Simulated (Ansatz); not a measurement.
**What TlBr3 (model cell, started as ReO3 type) distorts into**

Aim: this structure of TlBr3 (model cell, started as ReO3 type) is to be tested for unstable modes, and one is followed downhill.

Main program and level: Ansatz 0.2.0; DFT PBEsol, scalar-relativistic, plane waves, norm-conserving pseudopotentials.

The structure was built from a prototype and need not be the compound's stable phase.

## (1) Set-up

It takes space group Pm-3m (No. 221, cubic). The conventional cell has a = 5.518 Å, b = 5.518 Å, c = 5.518 Å, α = 90.00°, β = 90.00°, γ = 90.00°. Nearest to Tl lie 6 Br at 2.76 Å. Nearest to Br lie 2 Tl at 2.76 Å. Farther neighbours and most contacts between anions are not listed.

## (2) Response at finite wavevector

The cell comes from relaxations at this level that are not shown. Stability and thermal properties need the whole zone. Linear response on a 2×2×2 q mesh gives force constants as far as a supercell of that size would.

The input, input.yaml:

```yaml
crystal:
  lattice:
    - [5.5180850399, 0.0, 0.0]
    - [0.0, 5.5180850399, 0.0]
    - [0.0, 0.0, 5.5180850399]
  atoms:
    - { symbol: Tl, position: [0.0, 0.0, 0.0] }
    - { symbol: Br, position: [0.5, 0.0, 0.0] }
    - { symbol: Br, position: [0.0, 0.5, 0.0] }
    - { symbol: Br, position: [0.0, 0.0, 0.5] }
kpoints:
  mp_grid: { grid: [8, 8, 8] }
hamiltonian:
  xc: pbesol
  pseudopotentials: { kind: nc }
scf:
  occupations: { method: methfessel_paxton, width: 0.2 }
output:
  eigenvalues: true
phonons:
  method: dfpt
  qmesh: [2, 2, 2]
  temperatures: { t_max: 1000, t_step: 50 }
  qpath:
    path:
      - [[0.0, 0.0, 0.0], [0.0, 0.5, 0.0], [0.5, 0.5, 0.0], [0.0, 0.0, 0.0], [0.5, 0.5, 0.5], [0.0, 0.5, 0.0]]
      - [[0.5, 0.5, 0.5], [0.5, 0.5, 0.0]]
    npoints: 10
```

On the command line:

```
ansatz run input.yaml --threads 4 --pin off --max-ram 7168MiB --backend cpu --events-out ev --progress --plain --runs-dir out
```

Numbers of over 12 decimals in the logs are rounded to 6 here.

The log of the run:

```text
Engine: ansatz 0.2.0, x86_64-unknown-linux-gnu
Pseudopotentials: kind: nc
Pseudopotential: Tl, nc, valence charge 13, recommended cutoff 843.552974 eV (normal), Tl.nc.azcp (PseudoDojo's, or run here from an input of PseudoDojo's: the run reads no file of this project's for it)
Pseudopotential: Br, nc, valence charge 7, recommended cutoff 625.861884 eV (normal), Br.nc.azcp (PseudoDojo's, or run here from an input of PseudoDojo's: the run reads no file of this project's for it)
Functional definition: PBEsol
  exchange = pbesol_x
  correlation = pbesol_c
Crystal: 4 atoms, lattice volume = 168.022 Å³
Basis set: ecut = 843.552974 eV, 9315 PW (Γ), exchange–correlation on 108×108×108 points (8 copies of the dense FFT grid, shifted against one another)
Bands: 21, of which v1, the nominal top of the filled ones, is band 17 counted from 1 (16 counted from 0)
Symmetry: 48 space group operations
k-points: 35 of 512
Non-local potential: Tl, projectors of the file, l = 0: 2, l = 1: 2, l = 2: 2
Non-local potential: Br, projectors of the file, l = 0: 2, l = 1: 2, l = 2: 2
Initial density: superposition of atomic densities (chi_scale 0.1, normalization cell, long waves kept (reshape's long-wave potential 0.03 eV rms))
Initial wavefunctions: pseudopotential atomic-orbital guess
Functional: x = pbesol(κ = 0.804, μ = 0.123457), c = pbesol(β = 0.046)
SCF iter   1: F=—  HF=-2936.150215 eV  |F-HF|=—  |Δ(HF+E_count)|=         —  Δρ=2.75e-2  dr2=1.81e0  ethr=3.10e-3  ⟨swp⟩=6.3  Hψ=3800  notcnv=0
preconditioner: auto → LDOS  [metal: Δε(μ)=0.009 eV  Ē_g=11.917 eV  σ=0.200 eV  W_gap=0.04  n_scr=26 (ndim 8)  ℏωp=16.7 eV  f_vac=0.230  D(μ)=4.35/eV (n_scr^D=26)  β→1.0]
SCF iter   2: F=—  HF=-2935.564107 eV  |F-HF|=—  |Δ(HF+E_count)|=   5.86e-1  S|Δr|=    0.00e0  Δρ=1.41e-2  dr2=2.67e-1  ethr=3.10e-3  ⟨swp⟩=3.0  Hψ=1755  notcnv=0
SCF iter   3: F=—  HF=-2935.454837 eV  |F-HF|=—  |Δ(HF+E_count)|=   1.09e-1  S|Δr|=    0.00e0  Δρ=1.66e-3  dr2=5.29e-3  ethr=7.85e-4  ⟨swp⟩=2.0  Hψ=1611  notcnv=0
SCF iter   4: F=—  HF=-2935.453185 eV  |F-HF|=—  |Δ(HF+E_count)|=   1.65e-3  S|Δr|=    0.00e0  Δρ=1.72e-4  dr2=2.93e-5  ethr=1.55e-5  ⟨swp⟩=2.1  Hψ=1213  notcnv=0
SCF iter   5: F=—  HF=-2935.453203 eV  |F-HF|=—  |Δ(HF+E_count)|=   1.80e-5  S|Δr|=    0.00e0  Δρ=3.89e-5  dr2=1.73e-6  ethr=8.61e-8  ⟨swp⟩=2.2  Hψ=1303  notcnv=0
SCF iter   6: F=—  HF=-2935.453319 eV  |F-HF|=—  |Δ(HF+E_count)|=   1.17e-4  S|Δr|=    0.00e0  Δρ=1.08e-5  dr2=1.11e-7  ethr=5.10e-9  ⟨swp⟩=2.7  Hψ=1388  notcnv=0
SCF iter   7: F=—  HF=-2935.453319 eV  |F-HF|=—  |Δ(HF+E_count)|=   2.13e-8  S|Δr|=    0.00e0  Δρ=1.30e-6  dr2=1.57e-9  ethr=3.26e-10  ⟨swp⟩=2.6  Hψ=1378  notcnv=0
SCF iter   8: F=—  HF=-2935.453319 eV  |F-HF|=—  |Δ(HF+E_count)|=  4.01e-10  S|Δr|=    0.00e0  Δρ=2.85e-7  dr2=9.43e-11  ethr=4.62e-12  ⟨swp⟩=2.2  Hψ=1248  notcnv=0
SCF iter   9: F=-2935.453319 eV  HF=-2935.453319 eV  |F-HF|=9.09e-13  |Δ(HF+E_count)|=  1.82e-11  S|Δr|=    0.00e0  Δρ=1.18e-8  dr2=1.75e-13  ethr=1.00e-12  ⟨swp⟩=9.0  Hψ=5189  notcnv=0
SCF 1 converged in 9 iterations: F = -2935.453319 eV  dr2 = 1.75e-13
Initial density: read from a saved state, or passed on in memory by an earlier SCF of this step, an earlier step, the calling program or the single point that the run made first
iter 1 solved again at ethr=8.09e-7 eV; its pass at ethr=3.10e-3 eV (dr2=2.75e-4 eV) is discarded
SCF iter   1: F=—  HF=-2935.453198 eV  |F-HF|=—  |Δ(HF+E_count)|=         —  Δρ=1.87e-6  dr2=4.72e-9  ethr=8.09e-7  ⟨swp⟩=3.1  Hψ=6207  notcnv=0
eigensolver tolerance schedule: the retry pair's looser diagonalisation over-reported the residual by 58289.05 of it (diagonalisation noise at an unbounded share of the residual, at the tolerance the schedule requests for it); recorded, not acted on — ethr = c·dr2/N_el stays at c = 1.0e-1
preconditioner: auto → LDOS  [metal: Δε(μ)=0.045 eV  Ē_g=11.703 eV  σ=0.200 eV  W_gap=0.19  n_scr=26 (ndim 8)  ℏωp=16.7 eV  f_vac=0.244  D(μ)=3.67/eV (n_scr^D=26)  β→1.0]
SCF iter   2: F=—  HF=-2935.453319 eV  |F-HF|=—  |Δ(HF+E_count)|=   1.21e-4  S|Δr|=    0.00e0  Δρ=1.50e-6  dr2=2.85e-9  ethr=1.39e-11  ⟨swp⟩=4.9  Hψ=2698  notcnv=0
SCF iter   3: F=—  HF=-2935.453319 eV  |F-HF|=—  |Δ(HF+E_count)|=  4.99e-10  S|Δr|=    0.00e0  Δρ=8.15e-7  dr2=8.81e-10  ethr=8.39e-12  ⟨swp⟩=1.8  Hψ=1168  notcnv=0
SCF iter   4: F=—  HF=-2935.453319 eV  |F-HF|=—  |Δ(HF+E_count)|=  1.71e-10  S|Δr|=    0.00e0  Δρ=4.84e-7  dr2=3.22e-10  ethr=2.59e-12  ⟨swp⟩=1.0  Hψ=735  notcnv=0
SCF iter   5: F=—  HF=-2935.453319 eV  |F-HF|=—  |Δ(HF+E_count)|=  2.77e-11  S|Δr|=    0.00e0  Δρ=4.25e-7  dr2=2.48e-10  ethr=1.00e-12  ⟨swp⟩=1.0  Hψ=735  notcnv=0
SCF iter   6: F=—  HF=-2935.453319 eV  |F-HF|=—  |Δ(HF+E_count)|=  5.00e-12  S|Δr|=    0.00e0  Δρ=4.03e-7  dr2=2.23e-10  ethr=1.00e-12  ⟨swp⟩=1.0  Hψ=735  notcnv=0
SCF iter   7: F=—  HF=-2935.453319 eV  |F-HF|=—  |Δ(HF+E_count)|=  6.37e-11  S|Δr|=    0.00e0  Δρ=1.21e-7  dr2=1.98e-11  ethr=1.00e-12  ⟨swp⟩=2.3  Hψ=1236  notcnv=0
SCF iter   8: F=—  HF=-2935.453319 eV  |F-HF|=—  |Δ(HF+E_count)|=  4.09e-12  S|Δr|=    0.00e0  Δρ=1.41e-7  dr2=2.59e-11  ethr=1.00e-12  ⟨swp⟩=2.7  Hψ=1456  notcnv=0
SCF iter   9: F=-2935.453319 eV  HF=-2935.453319 eV  |F-HF|=6.37e-12  |Δ(HF+E_count)|=  6.37e-12  S|Δr|=    0.00e0  Δρ=6.13e-8  dr2=5.40e-12  ethr=1.00e-12  ⟨swp⟩=2.0  Hψ=1789  notcnv=0
SCF 2 converged in 9 iterations: F = -2935.453319 eV  dr2 = 5.40e-12
phonons: the bands overlap, so this run is a metal and interpolates without the dipole-dipole term. If the crystal is really an insulator or semiconductor, its LO-TO splitting is missing
NSCF: frozen V_eff on 35 k-points
WARN: eigensolver did not converge in 2 slots of this pass, the one above among them; of largest residual over every band (k=2): 1 band(s) unlocked (lowest unlocked band 20, counted from 0; max residual 1.35e-3 eV among the unlocked bands, 1.35e-3 eV over every band); of lowest unlocked band (k=2): band 20
NSCF: frozen V_eff on 125 k-points
DFPT response loops at q = (0, 0, 0) (fractional): preconditioner auto → none (partly filled bands, converged f_vac=0.244); β = 0.50; Broyden in place of MSR1
NSCF: frozen V_eff on 250 k-points
DFPT response loops at q = (0, 0, -0.5) (fractional): mixed as the last ones told, above
NSCF: frozen V_eff on 250 k-points
DFPT response loops at q = (0, -0.5, -0.5) (fractional): mixed as the last ones told, above
NSCF: frozen V_eff on 250 k-points
DFPT response loops at q = (-0.5, -0.5, -0.5) (fractional): mixed as the last ones told, above
SCF converged after 9 iterations
Stability not checked: this state was not tested for a lower state beside it, because cold or Methfessel-Paxton smearing, or corrected tetrahedra, fill the levels in a way that the test cannot read (fill_not_monotonic; see scf.lower_state_search)
Free energy (F): -2935.453319 eV
Harris-Foulkes:  -2935.453319 eV  (|F-HF|=9.09e-13)
Internal energy: -2935.451098 eV  (E = F + TS)
E sigma→0 (E₀):  -2935.452764 eV
Entropy (-TS):   -0.002221 eV (-0.555 meV/atom)
Fermi energy:    0.393059 eV
--- Per-component energies (eV) ---
  E_band       = -202.011512
  E_kinetic    = 1216.676551
  E_local      = -2558.527475  (includes V_loc(G=0)·N_el)
  E_nonlocal   = -109.726249
  E_hartree    = 913.878604
  E_xc         = -936.116608
  E_vxc        = -578.191527  (∫ρ·V_xc dr)
  E_ewald      = -1461.635921
  E_smearing   = -0.002221  (= −TS)
  E_closure    = -0.000000  (closes the sum)
  Σ components = -2935.453319   (vs F -2935.453319, Δ=0.00e0)
--- Band table (eV; the first three rows and the last of 35) ---
  k-point 0: bands = [... 13 lower, -0.1935, -0.1935, -0.1508, -0.1508, -0.1508, 6.2214, 8.7991, 8.7991]
  k-point 1: bands = [... 13 lower, -0.2117, -0.2098, -0.1601, -0.1601, -0.0819, 6.3607, 8.8149, 8.8149]
  k-point 2: bands = [... 13 lower, -0.2756, -0.2485, -0.1640, -0.1640, 0.3175, 6.7466, 8.3079, 8.8384]
  k-point 34: bands = [... 13 lower, -0.1081, 0.4344, 0.4344, 0.4344, 4.2855, 4.7028, 4.7028, 4.7028]
--- Phonons (Γ-DFPT): 3 representative perturbations + reference (Σ response iterations 6) ---
  ASR residual: 5.213e-5 → 0.000e0 eV/Å²; symmetrization residual: 7.596e-6 eV/Å²
  ASR residual per site (eV/Å²): 1.86e-5 5.21e-5 5.21e-5 5.21e-5
  Γ frequencies (cm⁻¹): -47.71 -47.71 -47.71 -32.03 -32.03 -32.03 0.00 0.00 0.00 145.95 145.95 145.95
--- Phonons (arbitrary-q DFPT): 4 irreducible q on the 2×2×2 mesh ---
  q = [0.0000, 0.0000, 0.0000] (star 1, of the zone-centre solve; hermiticity 3.07e-6, symmetrization 1.51e-14): -47.71 -47.71 -47.71 -32.03 -32.03 -32.03 -0.00 -0.00 -0.00 145.95 145.95 145.95
  q = [0.0000, 0.0000, -0.5000] (star 3, 7 solved perturbations in 775 linear systems a pass and spin channel, the states on 125 of 512 k-point pairs; hermiticity 1.06e-6, symmetrization 2.36e-12, the responses' own estimated error 4.7e-4 eV/Å²): -49.81 -43.01 -41.14 -41.14 -36.91 -36.91 16.51 16.51 79.42 93.97 149.03 149.03
  q = [0.0000, -0.5000, -0.5000] (star 3, 7 solved perturbations in 775 linear systems a pass and spin channel, the states on 125 of 512 k-point pairs; hermiticity 2.59e-6, symmetrization 3.00e-12, the responses' own estimated error 4.7e-4 eV/Å²): -44.75 -44.75 -43.97 -36.03 -36.03 -15.28 19.27 56.19 93.98 93.98 138.58 152.72
  q = [-0.5000, -0.5000, -0.5000] (star 1, 3 solved perturbations in 275 linear systems a pass and spin channel, the states on 125 of 512 k-point pairs; hermiticity 3.99e-13, symmetrization 4.02e-12, the responses' own estimated error 4.4e-4 eV/Å²): -43.97 -43.97 -43.97 -19.04 -19.04 -19.04 54.89 54.89 95.96 95.96 95.96 157.74
  sum rule: each row above includes the acoustic sum rule's correction from the zone centre's row sums; it moved no ω² by more than (0.42 cm⁻¹)²
  mesh force constants: q→R imaginary residual 4.31e-46; ASR residual 5.213e-5 → 0.000e0 eV/Å²; symmetrization residual 5.329e-15 eV/Å²
  interpolated dispersion: 62 rows × 12 modes
  density of states and harmonic sums: on the 12×12×12 q-mesh, interpolated from the force constants of a 2×2×2 supercell (no non-analytic term)
  largest difference from the sums on the solved wave vectors: F 6.63e-2 eV, S 9.85e-5 and C_V 3.22e-5 eV/K
  zero-point energy: 0.033484 eV/cell   skipped modes (ω ≤ 0): 507, of them read as no rigid motion or as one in doubt: 504 (6.000e0 modes/cell left out, lowest -49.81 cm⁻¹)   left out of the sums: 5.00e-1 of the cell's modes: C_V's classical limit lies that fraction below 3 k_B per atom; for a crystal, a wire or a layer, F and S can be off by more, and a phonons.interpolated_qmesh denser along its periods is the remedy for the sampling
```

Wall time 6.8 min (4 threads of AMD EPYC 7R13 (Zen 3), shared host); peak memory 2.7 GiB.

This step gave:

```
volume per atom                                         : 42.01 Å³
gap on the k-mesh                                       : 0 eV
sum-rule residual before enforcement                    : 5.21e-5 eV/Å²
lowest frequency on the path                            : -49.81 cm⁻¹
point group                                             : m-3m
highest frequency on the path or at a solved wavevector : 158.2 cm⁻¹
highest optical mode at the zone centre (no LO-TO term) : 145.9 cm⁻¹
lowest optical zone-centre mode                         : -47.71 cm⁻¹
lowest mode on the q mesh (acoustic modes at Γ apart)   : -49.81 cm⁻¹
```

Frequencies (cm⁻¹) solved at each irreducible wavevector; negative means imaginary. Frequencies by wavevector, by row:

```
q in reciprocal lattice units  star  mode 1  mode 2  mode 3  mode 4  mode 10  mode 11  mode 12
                        0 0 0     1   -47.7   -47.7   -47.7     -32    145.9    145.9    145.9
                     0 0 -0.5     3   -49.8     -43   -41.1   -41.1       94      149      149
                  0 -0.5 -0.5     3   -44.8   -44.8     -44     -36       94    138.6    152.7
               -0.5 -0.5 -0.5     1     -44     -44     -44     -19       96       96    157.7
```

Interpolated from a 2×2×2 q mesh. Phonon branches along the path, in cm⁻¹:

```
    point  branch 1  branch 2  branch 3  branch 4  branch 9  branch 10  branch 11  branch 12
        Γ       -48       -48       -48       -32         0        146        146        146
  halfway       -47       -45       -45       -38        48        125        148        148
        X       -50       -43       -41       -41        79         94        149        149
  halfway       -48       -44       -42       -39        88         94        142        151
        M       -45       -45       -44       -36        94         94        139        153
  halfway       -46       -43       -43       -40        61        118        141        149
        Γ       -48       -48       -48       -32         0        146        146        146
  halfway       -45       -45       -41       -36        66        120        120        154
        R       -44       -44       -44       -19        96         96         96        158
  halfway       -46       -44       -43       -33        89         94        123        156
        X       -50       -43       -41       -41        79         94        149        149
jump to R       -44       -44       -44       -19        96         96         96        158
  halfway       -44       -44       -44       -29        95         95        110        158
        M       -45       -45       -44       -36        94         94        139        153
```

Symmetry leaves 4 wavevectors to solve. The lowest mode among them, the acoustic zeros apart, lies at q = (0, 0, -0.5) and is imaginary, 49.8i cm⁻¹, so the energy falls along it.

## (3) The mode frozen in, largest atomic shift 0 Å

The mode followed lies at q = (0, 0, -0.5) with frequency 49.8i cm⁻¹, the softest among the wavevectors solved. At small amplitude the distorted cell has space group no. 123 by a symmetry search on the positions. The undistorted cell that holds it gives the zero of energy on the same k mesh.

System of this step: TlBr3 (model cell, started as ReO3 type). The structure is cubic, space group Pm-3m (No. 221). The conventional cell has a = 5.518 Å, b = 5.518 Å, c = 5.518 Å, α = 90.00°, β = 90.00°, γ = 90.00°. Tl has 6 Br at 2.76 Å nearest. Nearest to Br lie 2 Tl at 2.76 Å. Br has 2 Tl at 2.76 Å nearest. Farther neighbours and most contacts between anions are not listed.

The input, input.yaml:

```yaml
crystal:
  lattice:
    - [5.5180850399, 0.0, 0.0]
    - [0.0, 5.5180850399, 0.0]
    - [0.0, 0.0, 11.0361700799]
  atoms:
    - { symbol: Tl, position: [0.0, 0.0, 0.5] }
    - { symbol: Tl, position: [0.0, 0.0, 0.0] }
    - { symbol: Br, position: [0.5, 0.0, 0.5] }
    - { symbol: Br, position: [0.5, 0.0, 0.0] }
    - { symbol: Br, position: [0.0, 0.5, 0.5] }
    - { symbol: Br, position: [0.0, 0.5, 0.0] }
    - { symbol: Br, position: [0.0, 0.0, 0.25] }
    - { symbol: Br, position: [0.0, 0.0, 0.75] }
kpoints:
  mp_grid: { grid: [6, 6, 4] }
hamiltonian:
  xc: pbesol
  pseudopotentials: { kind: nc }
scf:
  occupations: { method: methfessel_paxton, width: 0.2 }
output:
  forces: true
  stress: true
  eigenvalues: true
```

The log of the run:

```text
[...]
Crystal: 8 atoms, lattice volume = 336.043 Å³
Basis set: ecut = 843.552974 eV, 18637 PW (Γ), exchange–correlation on 108×108×216 points (8 copies of the dense FFT grid, shifted against one another)
Bands: 42, of which v1, the nominal top of the filled ones, is band 34 counted from 1 (33 counted from 0)
Symmetry: 32 space group operations
[...]
k-points: 30 of 144
[...]
k-point 0: bands = [... 30 lower, -0.1624, -0.1624, -0.1539, -0.1499, -0.1499, 1.7280, 6.1637, 6.2211, ... 4 higher]
  k-point 1: bands = [... 30 lower, -0.1634, -0.1634, -0.1603, -0.1603, -0.0846, 1.1889, 6.3603, 6.8676, ... 4 higher]
  k-point 2: bands = [... 30 lower, -0.1648, -0.1648, -0.1648, -0.1648, 0.3159, 0.3159, 6.7462, 6.7462, ... 4 higher]
  k-point 29: bands = [... 30 lower, 0.1155, 0.1155, 0.4311, 0.4311, 3.2657, 3.2657, 5.0667, 5.0667, ... 4 higher]
[key lines of the parts left out:]
SCF converged after 8 iterations
Free energy (F): -5870.927302 eV
Fermi energy:    0.386942 eV
P = ⅓ Tr σ = -0.0235 GPa (-0.235 kbar)
```

Elapsed: 19 s, on 4 threads; peak memory 1.6 GiB.

Numbers from this step:

```yaml
pressure: -0.02353 GPa
energy_from_the_undistorted_cell: 0 meV/atom
```

The run ends at a pressure of -0.02 GPa.

## (4) The mode frozen in, largest atomic shift 0.45 Å

The atoms are moved along the unstable eigenvector, the largest shift by 0.45 Å, with the cell fixed.

input.yaml, the sections that differ from step 3:

```yaml
crystal:
  lattice:
    - [5.5180850399, 0.0, 0.0]
    - [0.0, 5.5180850399, 0.0]
    - [0.0, 0.0, 11.0361700799]
  atoms:
    - { symbol: Tl, position: [0.0, 0.0, 0.5090556268] }
    - { symbol: Tl, position: [0.0, 0.0, -0.0090556268] }
    - { symbol: Br, position: [0.5, 0.0, 0.459224985] }
    - { symbol: Br, position: [0.5, 0.0, 0.040775015] }
    - { symbol: Br, position: [0.0, 0.5, 0.459224985] }
    - { symbol: Br, position: [0.0, 0.5, 0.040775015] }
    - { symbol: Br, position: [0.0, 0.0, 0.25] }
    - { symbol: Br, position: [0.0, 0.0, 0.75] }
# kpoints, hamiltonian, scf, output: as in step 3
```

The log of the run:

```text
[...]
Crystal: 8 atoms, lattice volume = 336.043 Å³
Basis set: ecut = 843.552974 eV, 18637 PW (Γ), exchange–correlation on 108×108×216 points (8 copies of the dense FFT grid, shifted against one another)
Bands: 42, of which v1, the nominal top of the filled ones, is band 34 counted from 1 (33 counted from 0)
Symmetry: 16 space group operations
[...]
k-points: 30 of 144
[...]
k-point 0: bands = [... 30 lower, -0.0598, 0.0216, 0.0216, 0.0417, 0.0417, 2.0207, 5.4459, 6.6092, ... 4 higher]
  k-point 1: bands = [... 30 lower, -0.0677, 0.0209, 0.0209, 0.0307, 0.0307, 1.5060, 5.8702, 7.0041, ... 4 higher]
  k-point 2: bands = [... 30 lower, -0.0760, 0.0186, 0.0186, 0.0233, 0.0233, 0.9746, 6.2821, 6.8452, ... 4 higher]
  k-point 29: bands = [... 30 lower, 0.3124, 0.3124, 0.5751, 0.5896, 2.1603, 3.3838, 5.3275, 5.3275, ... 4 higher]
[key lines of the parts left out:]
SCF converged after 9 iterations
Free energy (F): -5871.002338 eV
Fermi energy:    0.592725 eV
P = ⅓ Tr σ = -0.3697 GPa (-3.697 kbar)
```

The job ended after 18 s (4 threads; peak memory 1.7 GiB; 71 s of CPU time).

This step gave:

```
pressure                         : -0.3697 GPa
energy from the undistorted cell : -9.407 meV/atom
```

The energy, extrapolated to zero smearing, is -9.41 meV/atom against the undistorted cell.

The run ends at a pressure of -0.37 GPa, with forces up to 0.41 eV/Å.

## (5) Energy along the mode, all amplitudes (two of the runs are shown above)

An imaginary frequency means negative curvature, so the energy should fall and then rise again as anharmonic terms take over.

This step gave:

```yaml
depth_at_the_lowest_point_sampled: 9.407 meV/atom
largest_atomic_shift_at_that_point: 0.45 Å
```

Table of energy from the parent by largest atomic shift:

```
largest atomic shift (Å)  energy from the parent (meV/atom)
                   0.000                                  0
                   0.040                             -0.225
                   0.080                             -0.868
                   0.140                              -2.44
                   0.220                              -5.12
                   0.320                              -8.42
                   0.450                              -9.41
                   0.600                               1.20
```

Displacement at unit largest shift by atom:

```
atom  x (Å)  y (Å)  z (Å)  size
 Tl1   0.00   0.00   0.22  0.22
 Tl2   0.00   0.00  -0.22  0.22
 Br3   0.00   0.00  -1.00  1.00
 Br4   0.00   0.00   1.00  1.00
 Br5   0.00   0.00  -1.00  1.00
 Br6   0.00   0.00   1.00  1.00
 Br7   0.00   0.00   0.00  0.00
 Br8   0.00   0.00   0.00  0.00
```

The lowest of the steps tried is at 0.45 Å, 9.41 meV/atom below the parent; the bottom of the well need not coincide with a step.

(Part 1 of 3 ends here.)

[Logs are printed without paths, hosts, clocks, repeated set-up lines and the standing remarks that a program may print on its own settings, such as how far it seeks lower states.]

[Hosts, paths, dates, database ids (printed as entryN), source tags and the programs' standing remarks are cut or masked in the printed files.]
